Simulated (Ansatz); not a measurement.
# SbAs (model cell, started as rocksalt type): a soft mode frozen in, part 2 of 2

Aim: this structure of SbAs (model cell, started as rocksalt type) is to be tested for unstable modes, and one is followed downhill.

Ansatz 0.2.0; DFT PBEsol, scalar-relativistic, plane waves, PAW.

So far, highest frequency on the path or at a solved wavevector (cm⁻¹): step 2 (phonons on a q mesh) 184. Also lowest frequency on the path (cm⁻¹): step 2 -143.

The structure was built from a prototype and need not be the compound's stable phase.

## Step 6: Relaxation from the frozen mode

Starting from the lowest point found, all atoms and the cell are let go, so that strain and other modes of the same symmetry can join in.

File input.yaml:

```yaml
crystal:
  lattice:
    - [0.0, 2.8813061903, 2.8813061903]
    - [2.8813061903, 0.0, 2.8813061903]
    - [2.8813061903, 2.8813061903, 0.0]
  atoms:
    - { symbol: Sb, position: [0.0149489608, -0.0149489608, 0.0149489608] }
    - { symbol: As, position: [0.4757054629, 0.5242945371, 0.4757054629] }
kpoints:
  mp_grid: { grid: [12, 12, 12] }
hamiltonian:
  xc: pbesol
scf:
  occupations: { method: methfessel_paxton, width: 0.2 }
output:
  forces: true
  stress: true
  eigenvalues: true
relax:
  adjacent_minimum: "off"
  f_tol: 0.002
  max_steps: 120
  cell: { stress_tol: 0.03 }
```

Launch:

```
ansatz run input.yaml --threads 4 --pin off --max-ram 7168MiB --backend cpu --events-out ev --progress --plain --runs-dir out
```

Numbers of over 12 decimals in the logs are rounded to 6 here.

Output:

```text
[...]
Crystal: 2 atoms, lattice volume = 47.841 Å³
Basis set: ecut = 420 eV, 941 PW (Γ), exchange–correlation on 60×60×60 points (8 copies of the dense FFT grid, shifted against one another)
Bands: 19, of which v1, the nominal top of the filled ones, is band 15 counted from 1 (14 counted from 0)
Symmetry: 8 space group operations
[...]
k-points: 163 of 1728 (time reversal used)
[...]
SCF iter   1: F=—  HF=-11221.087830 eV  |F-HF|=—  |Δ(HF+E_count)|=         —  Δρ=3.08e-3  dr2=6.72e-3  ethr=1.77e-3  ⟨swp⟩=5.2  Hψ=14541  notcnv=0
[...]
SCF iter   7: F=-11221.084675 eV  HF=-11221.084675 eV  |F-HF|=5.95e-10  |Δ(HF+E_count)|=   2.38e-7  S|Δr|=    0.00e0  Δρ=8.41e-6  dr2=3.11e-8  ethr=3.33e-10  ⟨swp⟩=5.7  Hψ=14622  notcnv=0
SCF 1 converged in 7 iterations: F = -11221.084675 eV  dr2 = 3.11e-8
[...]
relax step   1: F+E_penalty+E_count = -11221.08467472 eV  Δ(F+E_penalty+E_count) = +0.000e0 eV  max|allowed force component| = 1.343e-2 eV/Å  Δτ_max = 0.0000 Å  P = +1.588 GPa  Ω = 47.841 Å³  (7 SCF iters, dr2 threshold 1.00e-7 eV, accepted)
Crystal: 2 atoms, lattice volume = 50.275 Å³
Basis set: ecut = 420 eV, 949 PW (Γ), exchange–correlation on 60×60×60 points (8 copies of the dense FFT grid, shifted against one another)
[...]
SCF iter   6: F=-11221.088653 eV  HF=-11221.088653 eV  |F-HF|=7.52e-9  |Δ(HF+E_count)|=   3.19e-7  S|Δr|=    0.00e0  Δρ=1.01e-5  dr2=5.19e-8  ethr=6.67e-10  ⟨swp⟩=6.0  Hψ=15021  notcnv=0
SCF 2 converged in 6 iterations: F = -11221.088653 eV  dr2 = 5.19e-8
relax step   2: F+E_penalty+E_count = -11221.08865308 eV  Δ(F+E_penalty+E_count) = -3.978e-3 eV  max|allowed force component| = 7.583e-2 eV/Å  Δτ_max = 0.0285 Å  P = -1.287 GPa  Ω = 50.275 Å³  energy of the carried Pulay correction = -5.066e-4 eV  (6 SCF iters, dr2 threshold 2.00e-7 eV, accepted)
Crystal: 2 atoms, lattice volume = 49.269 Å³
[...]
SCF iter   5: F=-11221.093656 eV  HF=-11221.093656 eV  |F-HF|=1.65e-8  |Δ(HF+E_count)|=   3.98e-7  S|Δr|=    0.00e0  Δρ=1.15e-5  dr2=7.96e-8  ethr=6.67e-10  ⟨swp⟩=4.0  Hψ=12585  notcnv=0
SCF 3 converged in 5 iterations: F = -11221.093656 eV  dr2 = 7.96e-8
relax step   3: F+E_penalty+E_count = -11221.09365557 eV  Δ(F+E_penalty+E_count) = -5.002e-3 eV  max|allowed force component| = 1.829e-2 eV/Å  Δτ_max = 0.0069 Å  P = -0.091 GPa  Ω = 49.269 Å³  energy of the carried Pulay correction = -3.004e-4 eV  (5 SCF iters, dr2 threshold 2.00e-7 eV, accepted)
[...]
relax step   4: F+E_penalty+E_count = -11221.09379561 eV  Δ(F+E_penalty+E_count) = -1.400e-4 eV  max|allowed force component| = 6.195e-3 eV/Å  Δτ_max = 0.0016 Å  P = +0.000 GPa  Ω = 49.175 Å³  energy of the carried Pulay correction = -2.808e-4 eV  (3 SCF iters, dr2 threshold 2.00e-7 eV, accepted)
[...]
relax step   5: F+E_penalty+E_count = -11221.09379960 eV  Δ(F+E_penalty+E_count) = -3.987e-6 eV  max|allowed force component| = 3.200e-3 eV/Å  Δτ_max = 0.0007 Å  P = -0.001 GPa  Ω = 49.189 Å³  energy of the carried Pulay correction = -2.837e-4 eV  (5 SCF iters, dr2 threshold 2.40e-9 eV, accepted)
[...]
relax step   6: F+E_penalty+E_count = -11221.09379948 eV  Δ(F+E_penalty+E_count) = +1.190e-7 eV  max|allowed force component| = 3.496e-5 eV/Å  Δτ_max = 0.0004 Å  P = +0.001 GPa  Ω = 49.196 Å³  energy of the carried Pulay correction = -2.851e-4 eV  (4 SCF iters, dr2 threshold 6.40e-10 eV, accepted)
[...]
SCF iter   6: F=-11221.094076 eV  HF=-11221.094076 eV  |F-HF|=5.46e-12  |Δ(HF+E_count)|=  7.28e-12  S|Δr|=    0.00e0  Δρ=3.37e-8  dr2=5.87e-13  ethr=1.00e-12  ⟨swp⟩=5.3  Hψ=12113  notcnv=0
SCF 7 converged in 6 iterations: F = -11221.094076 eV  dr2 = 5.87e-13
relax step   7: F+E_penalty+E_count = -11221.09407642 eV  Δ(F+E_penalty+E_count) = -2.769e-4 eV  max|allowed force component| = 3.838e-5 eV/Å  Δτ_max = 0.0000 Å  P = -0.001 GPa  Ω = 49.196 Å³  stress off target by 1.20e-3 GPa  SCF on the basis re-selected at this cell (its energy is not comparable with the rows above)  (6 SCF iters)
basis re-selected at this cell: Δ(F+E_penalty+E_count) = -2.769e-4 eV, ΔP = -0.002 GPa vs the last step (what re-selecting the basis moved, of the pressure what is left beyond the Pulay correction that the steps carried, after the strain that the cell walked since its last selection, with what the two solves' SCF thresholds leave and, on support functions, any second-order correction that the steps lacked; it is no m [...]
SCF converged after 6 iterations
[...]
Free energy (F): -11221.094076 eV
[...]
Internal energy: -11221.094913 eV  (E = F + TS)
E sigma→0 (E₀):  -11221.094286 eV
Entropy (-TS):   0.000837 eV (0.418 meV/atom)
Fermi energy:    10.810194 eV
Step filling:    the computed levels leave a gap of 0.0255 eV = 0.1 smearing widths at the electron count; against every level under it full and every level over it empty, smearing changes F+E_penalty+E_count by +0.309 meV and its σ→0 estimate by +0.100 meV
[...]
--- Forces (eV/Å), atoms counted from 1 ---
  atom   1  Sb     0.00000000    -0.00003837    -0.00000000
  atom   2  As     0.00000000     0.00003839    -0.00000000
  max |Σ_I F_I| component: 1.84e-8 eV/Å
--- Stress (GPa, compression-positive) ---
       -0.000960       0.000000      -0.000000
        0.000000      -0.001202       0.000000
       -0.000000      -0.000000      -0.000960
  P = ⅓ Tr σ = -0.0010 GPa (-0.010 kbar)
--- Band table (eV; the first three rows and the last of 163) ---
  k-point 0: bands = [... 11 lower, 5.8325, 8.7846, 8.9406, 8.9406, 13.9071, 13.9071, 14.3044, 15.9912]
  k-point 1: bands = [... 11 lower, 5.4172, 8.8097, 8.9510, 9.1492, 13.6660, 13.7192, 13.9863, 16.0237]
  k-point 2: bands = [... 11 lower, 4.4779, 8.8095, 8.9915, 9.5631, 13.0319, 13.1956, 13.3361, 16.0215]
  k-point 162: bands = [... 11 lower, 2.2281, 5.1463, 6.8198, 6.8198, 12.9697, 16.5056, 16.5056, 18.2601]
--- Relaxed structure (6 steps of the walk, 6 accepted, 1 SCFs on fresh bases) ---
  F+E_penalty+E_count = -11221.09407642 eV   max|allowed force component| = 3.838e-5 eV/Å   (the final SCF, on the basis selected at the relaxed cell)
  cell:  # Å, volume = 49.1960 Å³
    - [0, 2.940152, 2.892443]
    - [2.892443, 0, 2.892443]
    - [2.892443, 2.940152, 0]
  atoms:
    - { symbol: Sb, position: [0.018622, -0.018622, 0.018622] }
    - { symbol: As, position: [0.472032, 0.527968, 0.472032] }
```

It took 20 s on 4 threads of Arm Neoverse V2, shared host; peak memory 0.51 GiB.

Relaxation path:

```tsv
step	energy less that of the first step (eV)	largest force component (eV/Å)	pressure (GPa)	volume (Å³)
1	0.0000	0.0134	1.59	47.84
2	-0.0040	0.0758	-1.29	50.28
3	-0.0090	0.0183	-0.09	49.27
4	-0.0091	0.0062	0.00	49.18
5	-0.0091	0.0032	0.00	49.19
6	-0.0091	0.0000	0.00	49.20
7*	-0.0094	0.0000	0.00	49.20
```

Relaxation steps marked * repeat the geometry before them on a plane-wave basis chosen anew for their cell, so energy and pressure can jump there.

Forces are held to the 8 operations that the run works with; a distortion that breaks them can't arise in this run.

```tsv
conventional cell, symmetrised	before	after	change
a (Å)	4.075	4.091	+0.4 %
b (Å)	4.075	4.091	+0.4 %
c (Å)	5.763	5.880	+2.0 %
volume (Å³/atom)	23.92	24.60	+2.8 %
```

The atoms that moved most (Å, as changes of fractional coordinates times the final cell):

```tsv
atom	dx	dy	dz	length
Sb1	0.000	0.022	0.000	0.022
As2	0.000	-0.022	0.000	0.022
```

The relaxed structure:

```
Sb As
1.0
     0.00000    2.94015    2.89244
     2.89244    0.00000    2.89244
     2.89244    2.94015    0.00000
Sb As
1 1
Direct
  0.01862 0.98138 0.01862
  0.47203 0.52797 0.47203
```

Numbers from this step:

```
pressure        : -0.001041 GPa
volume per atom : 24.60 Å³
```

The distorted start has space group I4mm; the relaxation ends in I4mm.

## Step 7: The new phase in its own primitive cell

The relaxed structure is symmetrised, reduced to its primitive cell and relaxed tightly, as its phonons need.

input.yaml, the sections that differ from step 6:

```yaml
crystal:
  lattice:
    - [-2.0452662142, 2.0452662142, 2.9401515026]
    - [2.0452662142, -2.0452662142, 2.9401515026]
    - [2.0452662142, 2.0452662142, -2.9401515026]
  atoms:
    - { symbol: Sb, position: [0.018622156, 0.018622156, 0.0] }
    - { symbol: As, position: [0.4720322677, 0.4720322677, 0.0] }
kpoints:
  mp_grid: { grid: [14, 14, 14] }
relax:
  adjacent_minimum: "off"
  f_tol: 0.001
  max_steps: 60
  cell: { stress_tol: 0.01 }
# hamiltonian, scf, output: as in step 6
```

Output:

```text
[...]
Crystal: 2 atoms, lattice volume = 49.196 Å³
Basis set: ecut = 420 eV, 941 PW (Γ), exchange–correlation on 60×60×60 points (8 copies of the dense FFT grid, shifted against one another)
Bands: 19, of which v1, the nominal top of the filled ones, is band 15 counted from 1 (14 counted from 0)
Symmetry: 8 space group operations
[...]
k-points: 244 of 2744 (time reversal used)
[...]
k-point 243: bands = [... 11 lower, 2.2220, 5.1464, 6.8187, 6.8187, 12.9685, 16.5047, 16.5047, 18.2729]
--- Relaxed structure (3 steps of the walk, 3 accepted, 1 SCFs on fresh bases) ---
[...]
cell:  # Å, volume = 49.1920 Å³
    - [-2.045800, 2.045800, 2.938385]
    - [2.045800, -2.045800, 2.938385]
    - [2.045800, 2.045800, -2.938385]
  atoms:
    - { symbol: Sb, position: [0.018644, 0.018644, 0] }
    - { symbol: As, position: [0.472010, 0.472010, 0] }
[key lines of the parts left out:]
SCF converged after 7 iterations
Free energy (F): -11221.093441 eV
Fermi energy:    10.776572 eV
P = ⅓ Tr σ = 0.0005 GPa (0.005 kbar)
```

The job ended after 18 s (4 threads; peak memory 0.57 GiB; 70 s of CPU time).

Little changed from the start: no atom moved by 0.005 Å and no cell edge by 0.1 %.

Numbers from this step:

```yaml
pressure: 5.16e-4 GPa
```

The largest force component left is 0.54 meV/Å and the pressure is 0.001 GPa, within the tolerances set. The cell now holds 24.60 Å³/atom.

## Step 8: Modes of the new phase, k-mesh 14×14×14

A relaxed structure may still be a saddle point, so its zone-centre modes are computed. No field response is asked, since the mesh shows no gap.

input.yaml, the sections that differ from step 7:

```yaml
crystal:
  lattice:
    - [-2.0457995723, 2.0457995723, 2.9383852921]
    - [2.0457995723, -2.0457995723, 2.9383852921]
    - [2.0457995723, 2.0457995723, -2.9383852921]
  atoms:
    - { symbol: Sb, position: [0.0186439671, 0.0186439671, 0.0] }
    - { symbol: As, position: [0.4720104566, 0.4720104566, 0.0] }
output:
  eigenvalues: true
phonons:
  method: dfpt
# kpoints, hamiltonian, scf: as in step 7
# relax: removed
```

Output:

```text
zone centre: on kpoints.mp_grid the ground state, and the responses unless they are solved on pairs of k-points, stand on 428 of the mesh's 2744 k-points, reduced under 4 symmetry operations, with k and −k counted as one. Each operation leaves every solved displacement unchanged or reverses it
[...]
Crystal: 2 atoms, lattice volume = 49.192 Å³
Basis set: ecut = 420 eV, 941 PW (Γ), exchange–correlation on 60×60×60 points (8 copies of the dense FFT grid, shifted against one another)
Bands: 19, of which v1, the nominal top of the filled ones, is band 15 counted from 1 (14 counted from 0)
Symmetry: 8 space group operations
k-points: 428 of 2744 (irreducible under 4 space group operations, time reversal used)
[...]
SCF iter   1: F=—  HF=-11221.096554 eV  |F-HF|=—  |Δ(HF+E_count)|=         —  Δρ=3.02e-3  dr2=6.64e-3  ethr=1.77e-3  ⟨swp⟩=5.2  Hψ=38278  notcnv=0
[...]
SCF iter  10: F=-11221.093441 eV  HF=-11221.093441 eV  |F-HF|=3.64e-12  |Δ(HF+E_count)|=  3.64e-12  S|Δr|=    0.00e0  Δρ=9.99e-8  dr2=6.46e-12  ethr=1.00e-12  ⟨swp⟩=5.8  Hψ=34323  notcnv=0
SCF 1 converged in 10 iterations: F = -11221.093441 eV  dr2 = 6.46e-12
[...]
DFPT response loops at Γ: preconditioner auto → Kerker (q_TF=auto, 2.512 Å⁻¹) (partly filled bands, converged f_vac=0.000); β = 1.00, the filter's whole step (`scf.mixing.beta` (0.50) is not read by the response loops under this deck's `scf.mixing.preconditioner`; to damp them name `kerker` or `kerker_dos`, under which they read `scf.mixing.beta`, and type it under 1.00, their step now; both keys bind the ground state too); Broyden in place of MSR1
SCF converged after 10 iterations
[...]
Free energy (F): -11221.093441 eV
[...]
Internal energy: -11221.095582 eV  (E = F + TS)
E sigma→0 (E₀):  -11221.093976 eV
Entropy (-TS):   0.002141 eV (1.070 meV/atom)
Fermi energy:    10.776572 eV
[...]
--- Band table (eV; the first three rows and the last of 428) ---
  k-point 0: bands = [... 11 lower, 5.8346, 8.7784, 8.9461, 8.9461, 13.9000, 13.9000, 14.3241, 15.9967]
  k-point 1: bands = [... 11 lower, 5.4546, 8.6146, 8.7869, 9.5097, 13.1853, 13.8576, 14.3882, 16.1788]
  k-point 2: bands = [... 11 lower, 4.7340, 8.1987, 8.3896, 10.7190, 11.5855, 13.7075, 14.5788, 15.8374]
  k-point 427: bands = [... 11 lower, 2.2220, 5.1464, 6.8187, 6.8187, 12.9686, 16.5047, 16.5047, 18.2729]
--- Phonons (Γ-DFPT): 4 representative perturbations + reference, on 428 of 2744 k-points (Σ response iterations 12) ---
  k mesh reduced under 4 symmetry operations, with k and −k counted as one. Each operation leaves every solved displacement unchanged or reverses it
  ASR residual: 5.119e-5 → 0.000e0 eV/Å²; symmetrization residual: 1.438e-5 eV/Å²
  ASR residual per site (eV/Å²): 5.12e-5 3.91e-5
  Γ frequencies (cm⁻¹): -82.89 -82.89 0.00 0.00 0.00 166.22
  non-analytic LO–TO correction: not included (Born effective charges unavailable; polar crystals: no LO–TO splitting at Γ)
```

Elapsed: 44 s, on 4 threads; peak memory 1.4 GiB; 2.8 min of CPU time.

Numbers from this step:

- sum-rule residual before enforcement: 5.12e-5 eV/Å²
- point group: 4mm
- highest optical mode at the zone centre (no LO-TO term): 166.2 cm⁻¹
- lowest optical zone-centre mode: -82.89 cm⁻¹

Patterns of degenerate modes are one choice out of their space. The modes at Γ (shares of kinetic energy by element, %) (negative means imaginary):

```tsv
mode	frequency (cm⁻¹)	symmetry	Sb %	As %
1	-82.9	E	38	62
2	-82.9	E	38	62
3	0.0	acoustic	62	38
4	0.0	acoustic	62	38
5	0.0	acoustic	62	38
6	166.2	A1	38	62
```

Displacements in mode 1 (-82.9 cm⁻¹), the largest set to 1:
```
Sb1 -0.62  0.00  0.00
As2  1.00  0.00  0.00
```

Displacements in mode 6 (166.2 cm⁻¹), the largest set to 1:
```
Sb1  0.00  0.00 -0.62
As2  0.00  0.00  1.00
```

Before it was imposed, the acoustic sum rule was missed by 5.1e-5 eV/Å². Small misses are needed for a sound result but don't prove that mesh and cutoff are converged. The lowest optical mode is imaginary, 82.9i cm⁻¹, so the energy falls along it.

## Step 9: Results

```json
{
  "unstable mode of the parent": "q = (0, 0, 0), 143i cm⁻¹",
  "depth at the lowest point sampled": "19.2 meV/atom",
  "largest atomic shift at that point": "0.14 Å",
  "space group reached (within 0.01 Å)": "I4mm",
  "energy gained over the parent (first relaxation, on the mesh of the frozen mode)": "24.0 meV/atom",
  "volume per atom, phase reached": "24.6 Å³",
  "lowest optical zone-centre mode, phase reached": "-82.9 cm⁻¹",
  "highest optical mode at the zone centre (no LO-TO term), phase reached": "166 cm⁻¹"
}
```

Along this mode the structure falls into I4mm, 24.0 meV/atom below the parent. At the parent's cell the well is 19.22 meV/atom deep on the steps tried, with its lowest point at a shift of 0.14 Å. Relaxing atoms and cell changes the gain by +4.74 meV/atom against the lowest step (energies at zero smearing). The new phase still has an imaginary mode at the zone centre of its cell, so it is a saddle point on the way to a lower structure. Of the 3 patterns followed to their end from this parent, this one ends 17.2 meV/atom above the lowest, R3m. Each path keeps the symmetry of its pattern, so a lower phase may lie along a pattern not tried. With no gap, or one that is small against the smearing, the frequencies hang on the k mesh and the smearing, most of all near Kohn anomalies. A semilocal functional can close a gap that the real compound would have, so the metallic treatment may be an artefact of the level. Spin-orbit coupling is left out, which can matter for the heavy elements here. A phonon run warned that its eigensolver left some bands unconverged in a pass. The starting cell was built on a prototype and not taken from a measurement, so the phase need not exist.

[Logs are printed without paths, hosts, clocks, repeated set-up lines and the standing remarks that a program may print on its own settings, such as how far it seeks lower states.]

[Hosts, paths, dates, database ids (printed as entryN), source tags and the programs' standing remarks are cut or masked in the printed files.]
